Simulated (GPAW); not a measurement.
# Core-hole calculation of the Mn K edge in MnO2 (Fd-3m), part 2 of 2

What does one-electron theory with a core hole give for the Mn K edge of MnO2 (Fd-3m)?

GPAW 26.7.0; X-ray absorption from dipole matrix elements to empty bands, plane-wave PAW LDA+U.

So far. Step 2 (The field without a hole): The mesh shows a gap of 2.29 eV, so the hole is first treated in a charged cell, without the excited electron.

### 4. Spectrum with FCH, Mn atom 1

The holes are 5.7 Å apart. In GPAW the data set carries the hole's charge, so charge=0 means a charged cell and charge=-1 a neutral one. The excited electron is left out and a uniform background balances the charge. After the field has converged, empty bands are computed with the density fixed and the dipole matrix elements are summed.

The absorber has 6 O at 1.90 Å (distorted octahedral, site symmetry -3m).

File xas.py:

```python
import numpy as np
from ase import Atoms
from ase.parallel import parprint, paropen
from gpaw import GPAW, PW, FermiDirac, Mixer, MixerDif, setup_paths
from gpaw.test import gen
setup_paths.insert(0, '.')
gen('Mn', name='fch1s', xcname='LDA', corehole=(1, 0, 1), write_xml=True)
from gpaw.mpi import world
world.barrier()

atoms = Atoms('Mn4O8',
    cell=[[0, 4.01999251, 4.01999251],
     [4.01999251, 0, 4.01999251],
     [4.01999251, 4.01999251, 0]],
    scaled_positions=[[0.125, 0.125, 0.125],
     [0.125, 0.125, 0.625],
     [0.625, 0.125, 0.125],
     [0.125, 0.625, 0.125],
     [0.36095376, 0.36095376, 0.36095376],
     [0.36095376, 0.36095376, 0.91713871],
     [0.91713871, 0.36095376, 0.36095376],
     [0.36095376, 0.91713871, 0.36095376],
     [0.88904624, 0.88904624, 0.33286129],
     [0.88904624, 0.88904624, 0.88904624],
     [0.88904624, 0.33286129, 0.88904624],
     [0.33286129, 0.88904624, 0.88904624]],
    magmoms=[4.0, -4.0, 4.0, -4.0, 0.0, 0.0, 0.0, 0.0, 0.0, 0.0, 0.0, 0.0],
    pbc=True)
atoms.calc = calc = GPAW(legacy_gpaw=True, mode=PW(500, force_complex_dtype=True), xc='LDA', setups={'Mn': ':d,5', 0: 'fch1s:d,5'},
    kpts={'size': (3, 3, 3), 'gamma': True}, occupations=FermiDirac(0.02),
    charge=0, mixer=MixerDif(0.05, 8, 50), maxiter=150,
    convergence={'density': 0.0001, 'eigenstates': 1e-6}, txt='scf.txt')
energy = atoms.get_potential_energy() + calc.get_reference_energy()
ef = calc.get_fermi_level()
out = dict(energy=energy, fermi=ef, forces=atoms.get_forces().tolist(), magmoms=atoms.get_magnetic_moments().tolist())
parprint(f'all-electron energy {energy:.4f} eV, Fermi level {ef:.4f} eV')
ev = np.array([[calc.get_eigenvalues(k, s) for k in range(len(calc.get_ibz_k_points()))] for s in range(calc.get_number_of_spins())])
out['homo'], out['lumo'], out['counts'] = ev[ev < ef].max(), ev[ev > ef].min(), sorted(set((ev < ef).sum((0, 2)).tolist()))
out['filled'] = (ev[:, 0] < ef).sum(1).tolist()

from ase.units import Ha
from gpaw.xas import dipole_matrix_elements
nb = int(calc.get_number_of_electrons() / 2) + 100
top, nb = nb, nb + 8 + nb // 12
nscf = calc.fixed_density(kpts={'size': (4, 4, 4), 'gamma': True}, nbands=nb,
    convergence={'bands': top, 'eigenstates': 5e-3}, maxiter=60, txt='nscf.txt')
cell = atoms.cell.array
ops = [cell.T @ U.T @ np.linalg.inv(cell.T) for U in nscf.wfs.kd.symmetry.op_scc]
filled = [54, 54]  # bands filled in the ground state, by spin
E = np.arange(-6, 34, 0.1)
fwhm = np.interp(E, [4, 25], [1.16, 3.5])
Y, X, zero, highest = 0, 0, 1e9, 1e9
for spin in range(nscf.get_number_of_spins()):
    wfs = nscf.wfs
    mine = wfs.bd.get_slice()  # this rank's bands
    A = dipole_matrix_elements(wfs.setups[0])
    eps = np.zeros((wfs.kd.nibzkpts, nb))
    d = np.zeros((3, A.shape[1], wfs.kd.nibzkpts, nb), complex)
    for kpt in wfs.kpt_u:
        if kpt.s == spin and 0 in kpt.P_ani:
            eps[kpt.k, mine] = kpt.eps_n * Ha
            d[:, :, kpt.k, mine] = (kpt.weight * wfs.nspins / 2) ** 0.5 * np.inner(A, kpt.P_ani[0])
    world.sum(eps)
    world.sum(d)
    T = np.einsum('amkn,bmkn->abkn', d, d.conj()).real
    T = sum(np.einsum('ai,ijkn,bj->abkn', R, T, R) for R in ops) / len(ops)
    empty = np.ones_like(eps, bool) & (np.arange(nb) >= filled[spin])
    zero, highest = min(zero, eps[empty].min()), min(highest, eps[:, top - 1].min())
    lines = [(eps, T, empty)] if spin == 0 else lines + [(eps, T, empty)]
for eps, T, empty in lines:
    f = np.einsum('aakn->akn', T).reshape(3, -1)
    x = eps.ravel() - zero
    w = np.interp(x, E, fwhm) / 2.35482
    g = np.exp(-0.5 * ((E[:, None] - x) / w) ** 2) / (w * (2 * np.pi) ** 0.5)
    Y = Y + (f * empty.ravel()) @ g.T
    X = X + (f * ~empty.ravel()) @ g.T
out.update(E=E.round(2).tolist(), xas=Y.tolist(), xes=X.tolist(), zero=zero, valid=highest - zero, nk=len(eps), nb=nb)
for i in range(0, len(E), 10):
    parprint(f'{E[i]:7.2f}', *(f'{v:10.3e}' for v in Y[:, i]))
import json
with paropen('out.json', 'w') as f:
    json.dump(out, f)
```

Launch:

```bash
> OMP_NUM_THREADS=1 mpirun -n 4 gpaw python xas.py
```

Numbers of over 12 decimals in the logs are rounded to 6 here.

The log of the run:

```text
Input parameters:
  convergence: {density: 0.0001,
                eigenstates: 1e-06}
  kpts: {gamma: True,
         size: (3, 3, 3)}
  maxiter: 150
  mixer: {backend: pulay,
          beta: 0.05,
          method: difference,
          nmaxold: 8,
          weight: 50}
  mode: {ecut: 500.0,
         force_complex_dtype: True,
         name: pw}
  occupations: {fixmagmom: False,
                name: fermi-dirac,
                width: 0.02}
  setups: {0: fch1s:d,5,
           Mn: :d,5}

Initialize ...

[... PAW data sets ...]

Reference energy: -135486.576491  # eV

Spin-polarized calculation.
Initial magnetic moment: 0.000000

[... convergence settings ...]
Symmetries present (total): 2
  [... symmetry matrices ...]

27 k-points: 3 x 3 x 3 Monkhorst-Pack grid
10 k-points in the irreducible part of the Brillouin zone
       k-points in crystal coordinates                weights
   0:     0.00000000    0.00000000    0.00000000          1/27
   1:     0.00000000    0.33333333   -0.33333333          2/27
   2:     0.00000000    0.33333333    0.00000000          4/27
   3:     0.00000000    0.33333333    0.33333333          2/27
   4:     0.33333333   -0.33333333   -0.33333333          2/27
   5:     0.33333333    0.00000000   -0.33333333          4/27
   6:     0.33333333    0.00000000    0.00000000          2/27
   7:     0.33333333    0.33333333   -0.33333333          4/27
   8:     0.33333333    0.33333333    0.00000000          4/27
   9:     0.33333333    0.33333333    0.33333333          2/27

Wave functions: Plane wave expansion
  Cutoff energy: 500.000 eV
  Number of coefficients (min, max): 3287, 3305
  Pulay-stress correction: 0.000000 eV/Ang^3 (de/decut=0.000000)
  Using FFTW library
  Wavefunction extrapolation:
    Improved wavefunction reuse through dual PAW basis

Occupation numbers: Fermi-Dirac:
  width: 0.0200  # eV

Eigensolver
   Davidson(niter=2)

Densities:
  Coarse grid: 30*30*30 grid
  Fine grid: 60*60*60 grid
  Total Charge: 1.000000

Density mixing:
  Method: difference
  Backend: pulay
  Linear mixing parameter: 0.05
  old densities: 8
  Width of damping distribution: 1.1
  Damping of long wavelength oscillations: 50

[... Hamiltonian set-up ...]
Number of atoms: 12
Number of atomic orbitals: 84
Number of bands in calculation: 69
Number of valence electrons: 108
Bands to converge: occupied

... initialized

Initializing position-dependent things.

Density initialized from atomic densities
Creating initial wave functions:
  69 bands from LCAO basis set

                          O
                   O
                    O
              O
                  O      O

                    O
        Mn   O
            Mn
             Mn
       Mn

Atomic positions and initial magnetic moments

Positions:
   0 Mn     1.004998    1.004998    1.004998    ( 0.0000,  0.0000,  4.0000)
   1 Mn     3.014994    3.014994    1.004998    ( 0.0000,  0.0000, -4.0000)
   2 Mn     1.004998    3.014994    3.014994    ( 0.0000,  0.0000,  4.0000)
   3 Mn     3.014994    1.004998    3.014994    ( 0.0000,  0.0000, -4.0000)
   4 O      2.902063    2.902063    2.902063    ( 0.0000,  0.0000,  0.0000)
   5 O      5.137922    5.137922    2.902063    ( 0.0000,  0.0000,  0.0000)
   6 O      2.902063    5.137922    5.137922    ( 0.0000,  0.0000,  0.0000)
   7 O      5.137922    2.902063    5.137922    ( 0.0000,  0.0000,  0.0000)
   8 O      4.912059    4.912059    7.147918    ( 0.0000,  0.0000,  0.0000)
   9 O      7.147918    7.147918    7.147918    ( 0.0000,  0.0000,  0.0000)
  10 O      4.912059    7.147918    4.912059    ( 0.0000,  0.0000,  0.0000)
  11 O      7.147918    4.912059    4.912059    ( 0.0000,  0.0000,  0.0000)

Unit cell:
           periodic     x           y           z      points  spacing
  1. axis:    yes    0.000000    4.019993    4.019993    30     0.1547
[...]
Total magnetic moment: (0.000000, 0.000000, 0.000002)
Local magnetic moments:
   0 Mn ( 0.000000,  0.000000,  3.212644)
   1 Mn ( 0.000000,  0.000000, -3.108151)
   2 Mn ( 0.000000,  0.000000,  3.106826)
   3 Mn ( 0.000000,  0.000000, -3.108151)
   4 O  ( 0.000000,  0.000000,  0.034871)
   5 O  ( 0.000000,  0.000000, -0.036987)
   6 O  ( 0.000000,  0.000000,  0.034641)
   7 O  ( 0.000000,  0.000000, -0.036987)
   8 O  ( 0.000000,  0.000000, -0.036987)
   9 O  ( 0.000000,  0.000000,  0.034871)
  10 O  ( 0.000000,  0.000000, -0.036987)
  11 O  ( 0.000000,  0.000000,  0.034641)

Energy contributions relative to reference atoms: (reference = -135486.576491)

Kinetic:        +66.482080
Potential:      -86.401595
External:        +0.000000
XC:            -116.616609
Entropy (-ST):   -0.000000
Local:           +0.068468
SIC:             +0.000000
--------------------------
Free energy:   -136.467655
Extrapolated:  -136.467655

Spin contamination: 8.122236 electrons
Showing only first 2 kpts
                      Up                     Down
 Kpt  Band  Eigenvalues  Occupancy  Eigenvalues  Occupancy
  0    52      2.41446    1.00000      2.40023    1.00000
  0    53      2.58677    1.00000      2.65135    0.99999
  0    54      3.64927    0.00000      4.19394    0.00000
  0    55      4.05049    0.00000      4.26355    0.00000

  1    52      2.30269    1.00000      2.00667    1.00000
  1    53      2.52814    1.00000      2.43554    1.00000
  1    54      3.51238    0.00000      4.55544    0.00000
  1    55      3.78508    0.00000      4.71472    0.00000

Fermi level: 2.88248

Gap: 0.477 eV
Transition (v -> c):
  (s=1, k=0, n=53, [0.00, 0.00, 0.00]) -> (s=0, k=8, n=54, [0.33, 0.33, 0.00])
Direct/indirect transitions are different
Direct gap: 0.602 eV
Transition at: (s=1->0, k=8, n=53, [0.33, 0.33, 0.00])

Forces in eV/Ang:
  0 Mn    0.00000    0.00000    0.00000
  1 Mn    0.00000    0.00000    0.00000
  2 Mn    0.00000    0.00000    0.00000
  3 Mn    0.00000    0.00000    0.00000
  4 O    -0.06930   -0.10755   -0.10755
  5 O    -0.22097   -0.12924   -0.54725
  6 O    -0.53399   -0.12925   -0.12925
  7 O    -0.22097   -0.54725   -0.12924
  8 O     0.22102    0.12929    0.54742
  9 O     0.06939    0.10763    0.10763
 10 O     0.22102    0.54742    0.12929
 11 O     0.53416    0.12930    0.12930
Scalar-relativistic atomic LDA calculation for Mn (Manganese, Z=25)
Core hole in 1s state (1s occupation: 1.0)
600 radial gridpoints.
|------------------------------------------------|
|------------------------------------------------|
[... the atom generator's iteration count ...]

Energy contributions:
-------------------------
Kinetic:     +922.704224
XC:           -42.900924
Potential:  -1794.747360
-------------------------
Total:       -914.944061

state      eigenvalue         ekin         rmax
-----------------------------------------------
1s^1.0 :  -246.461378   313.066191        0.040
2s^2.0 :   -29.879301    59.015817        0.227
2p^6.0 :   -26.182959    58.698463        0.181
3s^2.0 :    -3.886191    13.056344        0.709
3p^6.0 :    -2.747976    11.710254        0.711
3d^5.0 :    -0.817995     7.936047        0.690
4s^2.0 :    -0.517955     1.680586        2.209
4p^0.0 :    -0.321151     1.146628        2.641
-----------------------------------------------
(units: Bohr and Hartree)

Generating PAW setup
Kinetic energy of the core from tauc = 788.605039
Cutoffs:
rc(s)=2.410
rc(p)=2.420
rc(d)=2.150
rc(vbar)=2.350
rc(comp)=2.290
rc(nct)=2.420

Kinetic energy of the core states: 783.288602
Charge: 1.0
Core electrons: 9.0
Valence electrons: 15.0
Pseudo-core charge: 0.000000
Shape function alpha=1.907
Pseudo-electron charge 3.904841
state    eigenvalue         norm
--------------------------------
3s(2) :    -3.886191     0.080538
4s(2) :    -0.517955     1.109926
3p(6) :    -2.747976     0.061417
4p(0) :    -0.321151     1.012683
3d(5) :    -0.817995     0.231082
*d    :     0.182005
--------------------------------

Diagonalizing with gridspacing h=0.050

state   all-electron     PAW
-------------------------------
3s:      -3.886191    -3.886504
3p:      -2.747976    -2.748756
3d:      -0.817995    -0.819363
*f:                   -0.022208
-------------------------------
all-electron energy -135623.0441 eV, Fermi level 2.8825 eV
  -6.00  4.913e-45  1.466e-45  1.466e-45
  -5.00  1.264e-34  4.173e-35  4.173e-35
  -4.00  5.464e-26  2.030e-26  2.030e-26
  -3.00  4.071e-19  1.731e-19  1.731e-19
  -2.00  5.466e-14  2.688e-14  2.688e-14
  -1.00  1.418e-10  8.051e-11  8.051e-11
  -0.00  7.950e-09  5.250e-09  5.250e-09
[...]
31.00  4.015e-07  4.009e-07  4.009e-07
  32.00  4.354e-07  4.352e-07  4.352e-07
  33.00  5.088e-07  5.090e-07  5.090e-07
[key lines of the parts left out:]
Converged after 23 iterations.
Dipole moment: (-2.667144, -2.663717, -2.663717) |e|*Ang
```

It took 2 min on 4 MPI ranks of Intel Xeon Platinum 8488C (Sapphire Rapids), shared host; peak memory 0.6 GiB; 7.9 min of CPU time.

The Mn K spectrum, Mn atom 1, full core hole (charged cell) (energy from the lowest empty level; intensity scaled to a mean of 1 over the first 20 eV):

```csv
E (eV),intensity
-2.0,0.00
-1.5,0.00
-1.0,0.00
-0.5,0.00
0.0,0.02
0.5,0.03
1.0,0.03
1.5,0.03
2.0,0.06
2.5,0.08
3.0,0.06
3.5,0.07
4.0,0.13
4.5,0.16
5.0,0.11
5.5,0.06
6.0,0.02
6.5,0.00
7.0,0.00
7.5,0.00
8.0,0.01
8.5,0.04
9.0,0.09
9.5,0.20
10.0,0.38
10.5,0.66
11.0,0.99
11.5,1.24
12.0,1.37
12.5,1.41
13.0,1.46
13.5,1.60
14.0,1.80
14.5,2.02
15.0,2.20
15.5,2.31
16.0,2.34
16.5,2.31
17.0,2.25
17.5,2.22
18.0,2.24
18.5,2.39
19.0,2.71
19.5,3.22
20.0,3.84
20.5,4.41
21.0,4.76
21.5,4.76
22.0,4.40
22.5,3.77
23.0,3.05
23.5,2.37
24.0,1.83
24.5,1.46
25.0,1.23
25.5,1.11
26.0,1.05
26.5,1.04
27.0,1.05
27.5,1.08
28.0,1.11
28.5,1.13
29.0,1.14
29.5,1.13
30.0,1.12
30.5,1.11
31.0,1.12
31.5,1.16
32.0,1.22
```

Main maxima below 30 eV (height): 15.9 eV (2.34) and 21.3 eV (4.80). A K edge sees empty p states. The first eV above the zero hold little dipole weight, as the lowest empty bands are of d character; the main edge, of 4p character, rises through 0.6 near 10 eV above the zero.

The hole costs E(hole) − E(ground) = 6516.98 eV, and the lowest empty level of the hole cell on the spectrum's mesh lies at 2.84 eV, which puts the zero at 6519.82 eV. The tabulated edge of the element is 6539 eV. The functional and the charged cell's background leave an error in such absolute values: in the free atom LDA prices this hole 15.4 eV below PBE (computed apart), and PBE is itself good to a few eV.

### 5. Spectrum with HCH, Mn atom 1

The holes are 5.7 Å apart. The data set carries half a charge, which charge=0 leaves uncompensated but for the background. Half a hole is Slater's transition state, a compromise that weakens the attraction. After the field has converged, empty bands are computed with the density fixed and the dipole matrix elements are summed.

Changed against the first core-hole run: core hole from full to half.

xas.py, as its differences from that of step 4:

```diff
@@ -6,3 +6,3 @@
 setup_paths.insert(0, '.')
-gen('Mn', name='fch1s', xcname='LDA', corehole=(1, 0, 1), write_xml=True)
+gen('Mn', name='hch1s', xcname='LDA', corehole=(1, 0, 0.5), write_xml=True)
 from gpaw.mpi import world
@@ -28,3 +28,3 @@
     pbc=True)
-atoms.calc = calc = GPAW(legacy_gpaw=True, mode=PW(500, force_complex_dtype=True), xc='LDA', setups={'Mn': ':d,5', 0: 'fch1s:d,5'},
+atoms.calc = calc = GPAW(legacy_gpaw=True, mode=PW(500, force_complex_dtype=True), xc='LDA', setups={'Mn': ':d,5', 0: 'hch1s:d,5'},
     kpts={'size': (3, 3, 3), 'gamma': True}, occupations=FermiDirac(0.02),
```

The log of the run:

```text
Input parameters:
  convergence: {density: 0.0001,
                eigenstates: 1e-06}
  kpts: {gamma: True,
         size: (3, 3, 3)}
  maxiter: 150
  mixer: {backend: pulay,
          beta: 0.05,
          method: difference,
          nmaxold: 8,
          weight: 50}
  mode: {ecut: 500.0,
         force_complex_dtype: True,
         name: pw}
  occupations: {fixmagmom: False,
                name: fermi-dirac,
[...]
3s:      -3.490743    -3.491062
3p:      -2.352551    -2.353398
3d:      -0.514592    -0.515941
*f:                    0.026534
-------------------------------
all-electron energy -138908.6374 eV, Fermi level 3.4391 eV
  -6.00  1.725e-44  3.603e-45  3.603e-45
  -5.00  3.456e-34  8.321e-35  8.321e-35
  -4.00  1.169e-25  3.356e-26  3.356e-26
  -3.00  6.890e-19  2.430e-19  2.430e-19
[...]
32.00  5.036e-07  5.037e-07  5.037e-07
  33.00  6.083e-07  6.086e-07  6.086e-07
[key lines of the parts left out:]
Converged after 16 iterations.
Dipole moment: (-2.779005, -2.776476, -2.776476) |e|*Ang
Free energy:   -105.981471
Fermi level: 3.43908
```

Wall time 1.9 min (4 MPI ranks); peak memory 0.6 GiB.

```csv
E (eV),first run,this run
-2.0,0.00,0.00
-1.0,0.00,0.00
0.0,0.02,0.02
1.0,0.03,0.06
2.0,0.06,0.06
3.0,0.06,0.10
4.0,0.13,0.14
5.0,0.11,0.03
6.0,0.02,0.00
7.0,0.00,0.01
8.0,0.01,0.05
9.0,0.09,0.25
10.0,0.38,0.73
11.0,0.99,1.14
12.0,1.37,1.18
13.0,1.46,1.40
14.0,1.80,1.80
15.0,2.20,2.02
16.0,2.34,1.99
17.0,2.25,1.92
18.0,2.24,2.12
19.0,2.71,3.03
20.0,3.84,4.29
21.0,4.76,4.63
22.0,4.40,3.59
23.0,3.05,2.21
24.0,1.83,1.38
25.0,1.23,1.09
26.0,1.05,1.05
27.0,1.05,1.09
28.0,1.11,1.13
29.0,1.14,1.11
30.0,1.12,1.09
31.0,1.12,1.14
32.0,1.22,1.32
```

Against the first run the r.m.s. difference is 15 %. A shift of -0.4 eV leaves 8 %. The highest intensity below 24 eV goes from 21.3 eV (4.80) to 20.7 eV (4.69).

### 6. Results

| Quantity | Value |
| --- | --- |
| absorber and edge | Mn K, atom 1 of the ground-state input (counted from 1) |
| surroundings | 6 O at 1.90 Å (distorted octahedral, site symmetry -3m) |
| highest intensity below 24 eV | 21.3 eV above the zero, height 4.80 |
| photon energy of the zero (spin-polarised hole, raw) | 6519.8 eV (LDA puts this hole about 15 eV below PBE, itself good to a few eV) |

**Reading.** The Mn K edge of atom 1, with 6 O at 1.90 Å (distorted octahedral, site symmetry -3m), has its highest intensity of the first 24 eV at 21.3 eV above the zero, near 6541 eV in photon energy (LDA puts this hole about 15 eV below PBE, itself good to a few eV), 4.8 times the mean level of the first 20 eV (Gaussian full width 1.16 eV up to 4 eV, rising linearly to 3.5 eV at 25 eV). Changing the core hole from full to half alters the shape by 15 % r.m.s., a modest effect on the whole. The hole lies in one spin channel, while the script sums the empty states of both and takes the lower zero; where the two channels are split, this blurs and shifts the curve. Quadrupole 1s→3d transitions, which feed the pre-edge, are not in the dipole spectrum. The spins start antiferromagnetically in a simple order, which needn't be the measured one; gap and edge can depend on it. The holes are only 5.7 Å apart, so the shape is probably not converged with cell size; no larger cell was run here. The mesh is coarse (0.34 Å⁻¹ between points), so small maxima may be mesh ripples. Lifetime broadening is put in by hand, and intensities beyond about 20 eV depend on it and on the partial waves. The structure is a computed Materials Project entry and may be a hypothetical form.

[Banner, clock and machine lines of the logs are left out without a mark of their own.]

[Logs are printed without paths, hosts, clocks, repeated set-up lines and the standing remarks that a program may print on its own settings, such as how far it seeks lower states.]

[Hosts, paths, dates, database ids (printed as entryN), source tags and the programs' standing remarks are cut or masked in the printed files.]

[Lists of maxima count a maximum above −3 eV only where it reaches 4 % of the highest in the window and stands out from its surroundings by 2 % of it (1.5 % where it reaches 55 %); shoulders and weaker maxima are passed over, and of the rest the first, up to two pre-edge ones and the few strongest are named.]
